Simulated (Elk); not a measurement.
# Cr (Chromium): which magnetic order is lowest

Wanted: the moments of Cr (Chromium) and the energy of each order that was tried.

Program: Elk 11.2.3 (patched build). Level of theory: PBE; all-electron APW+lo, Dirac cores, scalar-relativistic bands. Results are calculated unless marked as measured.

Report form: the programs' logs are mostly left out.

## Step 1: Starting point

Symmetry: Im-3m, No. 229, cubic system. Conventional cell: a = 2.884 Å, b = 2.884 Å, c = 2.884 Å, α = 90.00°, β = 90.00°, γ = 90.00°. Nearest to Cr lie 8 Cr at 2.50 Å.

Coordinates:

```cif
data_structure
_symmetry_space_group_name_H-M 'Im-3m'
_symmetry_Int_Tables_number 229
_cell_length_a 2.8839
_cell_length_b 2.8839
_cell_length_c 2.8839
_cell_angle_alpha 90.000
_cell_angle_beta 90.000
_cell_angle_gamma 90.000
_cell_volume 23.99
loop_
_atom_site_label
_atom_site_type_symbol
_atom_site_symmetry_multiplicity
_atom_site_Wyckoff_symbol
_atom_site_fract_x
_atom_site_fract_y
_atom_site_fract_z
_atom_site_occupancy
Cr1 Cr 2 a 0.00000 0.00000 0.00000 1
```

## Step 2: Start 1: ferro +

Parallel moments need no larger cell; this start tests for a ferromagnetic state only.

Moments are seeded by fields in the spheres (the last three columns under atoms), set against the wanted direction and reduced each loop.

elk.in reads:

```
tasks
  0

xctype
  20

rgkmax
  7.0

nempty
  12

swidth
  0.001837

reducebf
  0.5

epsengy
  1e-05

maxscl
  100

lmaxi
  3

spinpol
  .true.

sppath
  './'

avec
  -2.72489058540 2.72489058540 2.72489058540
  2.72489058540 -2.72489058540 2.72489058540
  2.72489058540 2.72489058540 -2.72489058540

atoms
  1
  'Cr.in'
  1
  0.0000000000 0.0000000000 0.0000000000   0.000000 0.000000 -0.125000

ngridk
  16 16 16
```

The run is started by

```sh
$ OMP_NUM_THREADS=2 elk
```

Run time: 3.7 min. Hardware: 2 threads of Intel Xeon Platinum 8488C (Sapphire Rapids), shared host; peak memory 0.09 GiB.

The moments died away, and this build then starts once more from a stronger push, within the same count of loops. That gave no lower state.

This step gave:

```
final state : non-magnetic
```

After 36 cycles the seed has died away: no moment is left.

## Step 3: Run 2 (antiferro q=(0,0,1/2) +-)

Another pattern of signs weighs the neighbour shells otherwise.

The cell is doubled to 2 atoms to hold this order. Its mesh is chosen so that both cells sample the same points.

elk.in, as its differences from that of step 2:

```diff
@@ -36,3 +36,3 @@
   2.72489058540 -2.72489058540 2.72489058540
-  2.72489058540 2.72489058540 -2.72489058540
+  5.44978117081 5.44978117081 -5.44978117081
 
@@ -41,6 +41,7 @@
   'Cr.in'
-  1
+  2
   0.0000000000 0.0000000000 0.0000000000   0.000000 0.000000 -0.125000
+  0.0000000000 0.0000000000 0.5000000000   0.000000 0.000000 0.125000
 
 ngridk
-  16 16 16
+  16 16 8
```

The run is started by

```sh
$ OMP_NUM_THREADS=2 elk
```

Elapsed: 20 min, on 2 threads; peak memory 0.19 GiB.

The moments died away, and this build then starts once more from a stronger push, within the same count of loops.

The run was cut off at its time limit.

It was cut off while still iterating. More time helps where the residual falls; where it has stalled, the mixing must change.

After 19 loops the RMS change of the potential stands at 3e-07 Ha, still falling.

## Step 4: Order 3, typed as antiferro q=(1/2,1/2,1/2) +-

Reversing part of the moments tests the sign of the couplings between them.

The cell is doubled to 2 atoms to hold this order. Its mesh is chosen so that both cells sample the same points.

elk.in reads:

```
tasks
  0

xctype
  20

rgkmax
  7.0

nempty
  12

swidth
  0.001837

reducebf
  0.5

epsengy
  1e-05

maxscl
  100

lmaxi
  3

spinpol
  .true.

sppath
  './'

avec
  -5.44978117081 5.44978117081 5.44978117081
  0.00000000000 0.00000000000 5.44978117081
  0.00000000000 5.44978117081 0.00000000000

atoms
  1
  'Cr.in'
  2
  0.0000000000 0.0000000000 0.0000000000   0.000000 0.000000 -0.125000
  0.5000000000 0.0000000000 0.0000000000   0.000000 0.000000 0.125000

ngridk
  8 16 16
```

The run is started by

```sh
$ OMP_NUM_THREADS=2 elk
```

Elapsed: 6.3 min, on 2 threads; peak memory 0.14 GiB; 12 min of CPU time.

Spin moment in the muffin-tin sphere by atom:

```
atom  spin moment in the muffin-tin sphere (μB)
 Cr1                                       1.16
 Cr2                                      -1.16
```

Read from the output:

| Quantity | Value |
| --- | --- |
| density of states at the Fermi level | 0.6585 states/eV/cell |
| moment between the spheres | 0 μB |
| magnetization | 0 μB |
| final state | antiferromagnetic |

It lies 19.1 meV a seeded atom under the first start, and its largest moment is 1.16 μB against 1.1e-6 μB.

## Step 5: Order 4, typed as no spin polarisation

This run holds no moments, which gives a state to set the others against.

elk.in reads:

```
tasks
  0

xctype
  20

rgkmax
  7.0

nempty
  12

swidth
  0.001837

epsengy
  1e-05

maxscl
  100

lmaxi
  3

sppath
  './'

avec
  -2.72489058540 2.72489058540 2.72489058540
  2.72489058540 -2.72489058540 2.72489058540
  2.72489058540 2.72489058540 -2.72489058540

atoms
  1
  'Cr.in'
  1
  0.0000000000 0.0000000000 0.0000000000   0.000000 0.000000 0.000000

ngridk
  16 16 16
```

The run is started by

```sh
$ OMP_NUM_THREADS=2 elk
```

Wall time 7.8 s (2 threads); peak memory 0.05 GiB.

This step gave:

| Item | Value |
| --- | --- |
| density of states at the Fermi level | 0.6720 states/eV/cell |
| final state | non-magnetic (no spin polarisation) |

It ends in the same state without moments as the first start; the 1.9e-4 meV between them is numerical noise.

## Step 6: The states side by side

These are free energies at a smearing of 0.05 eV, so its entropy term is in the differences. They are divided by the number of seeded atoms, so that cells of unlike size compare. Wavevectors q in the names are fractions of the reciprocal vectors of the first run's cell.

Orders:

```
                       start        final state  typed order kept  energy over the lowest (meV a seeded atom)  largest sphere moment (μB)  net moment (μB a primitive cell)  DOS at the Fermi level (states/eV a primitive cell)  mesh matched  CPU time (s)
                     ferro +       non-magnetic                no                                       19.13                           0                                 0                                                0.672           yes         439.6
antiferro q=(1/2,1/2,1/2) +-  antiferromagnetic               yes                                           0                       1.161                                 0                                               0.3292           yes         739.8
        no spin polarisation       non-magnetic                 -                                       19.13                           0                                 0                                                0.672           yes          13.7
```

## Step 7: What came out

| Property | Result |
| --- | --- |
| lowest state found | antiferromagnetic (typed antiferro q=(1/2,1/2,1/2) +-) |
| largest site moment | 1.16 μB |
| next state | non-magnetic, 19.1 meV a seeded atom higher |
| energy gained by spin polarisation | 19.1 meV a seeded atom |

**Reading.** The lowest state found is antiferromagnetic, reached from the start antiferro q=(1/2,1/2,1/2) +-, with moments up to 1.16 μB. Spin polarisation gains little. 1 start gave no converged result and is missing from the ranking; where cut off, the energy had nearly settled, +19 meV a seeded atom from the lowest. 1 start left the typed pattern (a sign turned or a seeded moment died), so such an energy belongs to the state reached, not the one typed. This is the lowest of 3 finished starts, no proof of the ground state.

[Logs and program files are shortened in this print: banners, set-up blocks, solver, clock and traceback lines can be left out without a mark of their own.]

[Logs are printed without paths, hosts, clocks, repeated set-up lines and the standing remarks that a program may print on its own settings, such as how far it seeks lower states.]

[Hosts, paths, dates, database ids (printed as entryN), source tags and the programs' standing remarks are cut or masked in the printed files.]

[Where a cell is said to come from a database of computed structures, the database is the Materials Project.]
